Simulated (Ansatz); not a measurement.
**Cu(111) film, 5 layers, flat: channels in plane against thickness**

Wanted: in-plane conductance by layer count, from Cu(111) film, 5 layers, flat.

Program: Ansatz 0.2.0. Level of theory: Ansatz plane-wave DFT, PBE, PAW files; ballistic transport by layer matching (Landauer), zero bias; PAW set soft_1. Results are calculated unless marked as measured.

This is a report of a sequence of runs, with most program output left out.

## (1) Set-up

The cell holds 10 atoms: 10 Cu. Its edges and angles: a = 19.348 Å, b = 2.556 Å, c = 4.427 Å, α = 90.0°, β = 90.0°, γ = 90.0°. It derives from Cu. Vacuum lies along a. The structure's axis is c.

## (2) With 5 layers

Vacuum lies along the first vector, which takes one k-point, and the current runs in the film's plane. One period is a perfect wire, so its channels are the result. Energies from -0.27 to 0.27 eV in steps of 0.036 eV cover the slope of the Fermi function at 300 K, so the program can form a conductance.

Contents of input.yaml:

```yaml
crystal:
  lattice:
    - [19.3483925164, 0.0, 0.0]
    - [0.0, 2.5561627297, 0.0]
    - [0.0, 0.0, 4.4274037203]
  atoms:
    - { symbol: Cu, position: [0.2325774607, 0.0, 0.0] }
    - { symbol: Cu, position: [0.2325774607, 0.5, 0.5] }
    - { symbol: Cu, position: [0.3404467903, 0.0, 0.3333333333] }
    - { symbol: Cu, position: [0.3404467903, 0.5, 0.8333333333] }
    - { symbol: Cu, position: [0.4483161198, 0.0, 0.6666666667] }
    - { symbol: Cu, position: [0.4483161198, 0.5, 0.1666666667] }
    - { symbol: Cu, position: [0.5561854494, 0.0, 0.0] }
    - { symbol: Cu, position: [0.5561854494, 0.5, 0.5] }
    - { symbol: Cu, position: [0.664054779, 0.0, 0.3333333333] }
    - { symbol: Cu, position: [0.664054779, 0.5, 0.8333333333] }
kpoints:
  mp_grid: { grid: [1, 16, 10] }
hamiltonian:
  xc: pbe
  pseudopotentials: { kind: paw, azcp: { folder: soft_1 } }
scf:
  occupations: { method: fermi_dirac, width: 0.1 }
output:
  transmission:
    leads: [[0, 0]]
    kmesh: [1, 36]
    e_range: [-0.27, 0.27]
    de: 0.036
```

Started as:

```sh
$ ansatz run input.yaml --threads 4 --pin off --max-ram 8192MiB --backend cpu --events-out ev --progress --plain --runs-dir out
```

Elapsed: 8.4 min, on 4 threads of Arm Neoverse V2, shared host; peak memory 2.5 GiB.

This step gave:

```yaml
free_energy: -66250.0060 eV
energy_at_zero_smearing: -66249.9471 eV
fermi_energy: 6.654 eV
cell_area: 49.46 Å²
estimated_errors_of_the_lead_s_conductance: 0, 4.6, 0.5 % (band edges, k-mesh, distance from neutral)
lead_conductance_per_cell: 3.851 G₀
```

Per spin. The open channels, zone mean, lead by energy, zero at the Fermi level:

```tsv
energy (eV)	open channels, zone mean, lead
-0.270	3.75
-0.234	3.75
-0.198	3.81
-0.162	3.75
-0.126	3.69
-0.090	3.75
-0.054	3.81
-0.018	3.81
0.018	3.92
0.054	3.97
0.090	3.92
0.126	3.86
0.162	3.92
0.198	4.03
0.234	3.97
0.270	3.97
```

The program's largest error estimate for it is 4.6 %, from the k-mesh.

## (3) With 6 layers, thickness 12.523 A

The film grows to 6 layers.

System of this step: Cu(111) film, 6 layers, flat. The cell holds 12 atoms: 12 Cu. Its edges and angles: a = 21.435 Å, b = 2.556 Å, c = 4.427 Å, α = 90.0°, β = 90.0°, γ = 90.0°. It derives from Cu. Vacuum lies along a. The structure's axis is c.

input.yaml, the sections that differ from step 2:

```yaml
crystal:
  lattice:
    - [21.4354906455, 0.0, 0.0]
    - [0.0, 2.5561627297, 0.0]
    - [0.0, 0.0, 4.4274037203]
  atoms:
    - { symbol: Cu, position: [0.2099322136, 0.0, 0.0] }
    - { symbol: Cu, position: [0.2099322136, 0.5, 0.5] }
    - { symbol: Cu, position: [0.3072986869, 0.0, 0.3333333333] }
    - { symbol: Cu, position: [0.3072986869, 0.5, 0.8333333333] }
    - { symbol: Cu, position: [0.4046651603, 0.0, 0.6666666667] }
    - { symbol: Cu, position: [0.4046651603, 0.5, 0.1666666667] }
    - { symbol: Cu, position: [0.5020316337, 0.0, 0.0] }
    - { symbol: Cu, position: [0.5020316337, 0.5, 0.5] }
    - { symbol: Cu, position: [0.599398107, 0.0, 0.3333333333] }
    - { symbol: Cu, position: [0.599398107, 0.5, 0.8333333333] }
    - { symbol: Cu, position: [0.6967645804, 0.0, 0.6666666667] }
    - { symbol: Cu, position: [0.6967645804, 0.5, 0.1666666667] }
# kpoints, hamiltonian, scf, output: as in step 2
```

Elapsed: 13 min, on 4 threads; peak memory 3.1 GiB.

This step gave:

```yaml
free_energy: -79500.3937 eV
energy_at_zero_smearing: -79500.3318 eV
fermi_energy: 7.602 eV
cell_area: 54.79 Å²
estimated_errors_of_the_lead_s_conductance: 0, 4.1, 0.6 % (band edges, k-mesh, distance from neutral)
lead_conductance_per_cell: 4.553 G₀
```

Per spin. The open channels, zone mean, lead by energy, zero at the Fermi level:

```tsv
energy (eV)	open channels, zone mean, lead
-0.270	4.39
-0.234	4.44
-0.198	4.39
-0.162	4.44
-0.126	4.5
-0.090	4.5
-0.054	4.5
-0.018	4.56
0.018	4.5
0.054	4.67
0.090	4.78
0.126	4.78
0.162	4.78
0.198	4.78
0.234	4.78
0.270	4.69
```

The lead conductance per cell is 4.55 G₀, 18 % over the 3.85 G₀ of the last finished run.

## (4) With 7 layers, thickness 14.61 A

The film grows to 7 layers.

System of this step: Cu(111) film, 7 layers, flat. The cell holds 14 atoms: 14 Cu. Its edges and angles: a = 23.523 Å, b = 2.556 Å, c = 4.427 Å, α = 90.0°, β = 90.0°, γ = 90.0°. It derives from Cu. Vacuum lies along a. The structure's axis is c.

input.yaml, the sections that differ from step 3:

```yaml
crystal:
  lattice:
    - [23.5225887747, 0.0, 0.0]
    - [0.0, 2.5561627297, 0.0]
    - [0.0, 0.0, 4.4274037203]
  atoms:
    - { symbol: Cu, position: [0.1913054742, 0.0, 0.0] }
    - { symbol: Cu, position: [0.1913054742, 0.5, 0.5] }
    - { symbol: Cu, position: [0.2800328736, 0.0, 0.3333333333] }
    - { symbol: Cu, position: [0.2800328736, 0.5, 0.8333333333] }
    - { symbol: Cu, position: [0.368760273, 0.0, 0.6666666667] }
    - { symbol: Cu, position: [0.368760273, 0.5, 0.1666666667] }
    - { symbol: Cu, position: [0.4574876724, 0.0, 0.0] }
    - { symbol: Cu, position: [0.4574876724, 0.5, 0.5] }
    - { symbol: Cu, position: [0.5462150718, 0.0, 0.3333333333] }
    - { symbol: Cu, position: [0.5462150718, 0.5, 0.8333333333] }
    - { symbol: Cu, position: [0.6349424712, 0.0, 0.6666666667] }
    - { symbol: Cu, position: [0.6349424712, 0.5, 0.1666666667] }
    - { symbol: Cu, position: [0.7236698706, 0.0, 0.0] }
    - { symbol: Cu, position: [0.7236698706, 0.5, 0.5] }
# kpoints, hamiltonian, scf, output: as in step 3
```

Wall time 19 min (4 threads); peak memory 3.8 GiB.

Numbers from this step:

* free energy: -92750.7560 eV
* energy at zero smearing: -92750.6753 eV
* Fermi energy: 8.379 eV
* cell area: 60.13 Å²
* estimated errors of the lead's conductance: 0, 4.1, 0 % (band edges, k-mesh, distance from neutral)
* lead conductance per cell: 5.382 G₀

Per spin. Open channels, zone mean, lead against energy, zero at the Fermi level:

```tsv
energy (eV)	open channels, zone mean, lead
-0.270	5.08
-0.234	5.03
-0.198	5.03
-0.162	5.19
-0.126	5.25
-0.090	5.31
-0.054	5.31
-0.018	5.42
0.018	5.42
0.054	5.42
0.090	5.33
0.126	5.33
0.162	5.33
0.198	5.39
0.234	5.39
0.270	5.28
```

The lead conductance per cell is 5.38 G₀, 18 % over the 4.55 G₀ of the last finished run.

## (5) Cost and result by level

Times are for 4 threads of Arm Neoverse V2, shared host. Results by setting:

```tsv
no.	layers	lead conductance per cell (G₀)	time	memory (GiB)
1	5	3.851	8.4 min	2.5
2	6	4.553	13 min	3.1
3	7	5.382	19 min	3.8
```

The runs together. Open channels, zone mean against energy, zero at the Fermi level:

```tsv
energy (eV)	5	6	7
-0.270	3.75	4.39	5.08
-0.234	3.75	4.44	5.03
-0.198	3.81	4.39	5.03
-0.162	3.75	4.44	5.19
-0.126	3.69	4.5	5.25
-0.090	3.75	4.5	5.31
-0.054	3.81	4.5	5.31
-0.018	3.81	4.56	5.42
0.018	3.92	4.5	5.42
0.054	3.97	4.67	5.42
0.090	3.92	4.78	5.33
0.126	3.86	4.78	5.33
0.162	3.92	4.78	5.33
0.198	4.03	4.78	5.39
0.234	3.97	4.78	5.39
0.270	3.97	4.69	5.28
```

## (6) Results

| Quantity | Value |
| --- | --- |
| conductance per cell, 5 layers | 3.85 G₀ |
| conductance per cell, 6 layers | 4.55 G₀ |
| conductance per cell, 7 layers | 5.38 G₀ |

In words: The conductance per cell width goes from 3.85 G0 at 5 to 5.38 G0 at 7 layers. Over the film's own cross-section (layers × spacing × width) the conductance runs from 1.1 to 1.1×10¹⁵ S/m²; that nominal section leaves out the charge that spills into the vacuum, which flatters the thinnest films. The gains from one thickness to the next are 0.70 and 0.83 G0 per added layer; their spread isn't beyond the error estimates. The film repeats perfectly along the current, so nothing scatters; its faces are clean and not relaxed.

[Logs are printed without paths, hosts, clocks, repeated set-up lines and the standing remarks that a program may print on its own settings, such as how far it seeks lower states.]

[Hosts, paths, dates, database ids (printed as entryN), source tags and the programs' standing remarks are cut or masked in the printed files.]
